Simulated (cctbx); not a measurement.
# What is wrong with this refinement?

Cell a = 7.9140 Å, b = 7.9140 Å, c = 11.4220 Å, α = 90.00°, β = 90.00°, γ = 90.00°; space group I4/mcm (no. 140). The compound is SrBe4Cu5Si4.

Simulated single-crystal data (cctbx): Mo Kα, λ = 0.71073 Å, to d = 0.75 Å, 95 % of the full sphere, strongest reflection 20000 counts, noise from counting, a 4 % proportional error and a noise floor of 15 counts (s.d.); no absorption, and some extinction, which the refinements don't model.

An anisotropic refinement with weights 1/σ² prints:

```text
Rint 0.038, 261 unique reflections to 0.75 A
cycle     R1     wR2    GooF  max shift (A)
   1  0.0666  0.1603   8.529   0.00169
   2  0.0663  0.1574   8.374   0.00000
final R1 0.0663 wR2 0.1574 GooF 8.374  parameters 17  data/parameter 15.4
atom        x        y        z      Ueq    occ   su(xyz)  su(Uiso or U11)
Sr1    0.50000  0.50000  0.25000   0.0016  1.000  0.00000  0.0008
Cu1    0.50000  0.00000  0.00000   0.0027  1.000  0.00000  0.0011
Cu2    0.61969  0.11969  0.32470   0.0034  1.000  0.00017  0.0007
Si1    0.81883  0.31883  0.38841   0.0036  1.000  0.00039  0.0011
difference map: max 11.50 min -1.16 rms 0.62
Q1    0.0613  0.2165  0.5000   16   11.77  2.30 A from Cu1
Q2    0.0000  0.5000  0.0000    4    1.47  0.00 A from Cu1
Q3    0.1207  0.3793  0.3261   16    1.43  0.02 A from Cu2
Q4    0.0000  0.0000  0.2500    4    1.35  0.00 A from Sr1
Q5    0.1990  0.3010  0.1300   16    1.08  0.29 A from Si1
Q6    0.2184  0.2816  0.0000    8    0.77  1.34 A from Si1
```

**Question.** Can this result stand? If not, what is the likely fault?

Mend it. The fault: an atom left out, Be at (0.5629, 0.7162, 0). Against the right model at the same level, R1 goes from 0.0096 to 0.0663 and GooF from 1.01 to 8.37 and the top difference peak, 11.8 e/Å³, lies 2.30 Å from Cu1. Q1 is the missing atom. With scattering power missing, scale and phases suffer, so peaks may also grow on the heavy atoms.

The compound is SrBe4Cu5Si4. The right model at the same level gives:

```text
Rint 0.038, 261 unique reflections to 0.75 A
cycle     R1     wR2    GooF  max shift (A)
   1  0.0104  0.0204   1.096   0.00062
   2  0.0096  0.0187   1.008   0.00000
final R1 0.0096 wR2 0.0187 GooF 1.008  parameters 23  data/parameter 11.3
atom        x        y        z      Ueq    occ   su(xyz)  su(Uiso or U11)
Sr1    0.50000  0.50000  0.25000   0.0027  1.000  0.00000  0.0001
Cu1    0.50000  0.00000  0.00000   0.0033  1.000  0.00000  0.0001
Cu2    0.61968  0.11968  0.32479   0.0042  1.000  0.00002  0.0001
Si1    0.81875  0.31875  0.38853   0.0039  1.000  0.00004  0.0001
Be1    0.56310  0.71676  0.00000   0.0062  1.000  0.00031  0.0010
difference map: max 0.48 min -0.53 rms 0.11
Q1    0.0778  0.4222  0.2786   16    0.49  0.71 A from Cu2
Q2    0.0835  0.4165  0.4203   16    0.48  1.16 A from Cu2
Q3    0.0876  0.4124  0.1244   16    0.44  1.06 A from Si1
Q4    0.1473  0.3527  0.0668   16    0.42  0.64 A from Si1
Q5    0.0000  0.3350  0.2500   16    0.41  1.32 A from Cu2
Q6    0.1491  0.3509  0.3728   16    0.36  0.64 A from Cu2
```

The model is made up (kin elements in a known structure type, no relaxation), so it says nothing on whether the phase exists.

[Middle refinement cycles are left out of these outputs.]

[Logs are printed without paths, hosts, clocks, repeated set-up lines and the standing remarks that a program may print on its own settings, such as how far it seeks lower states.]
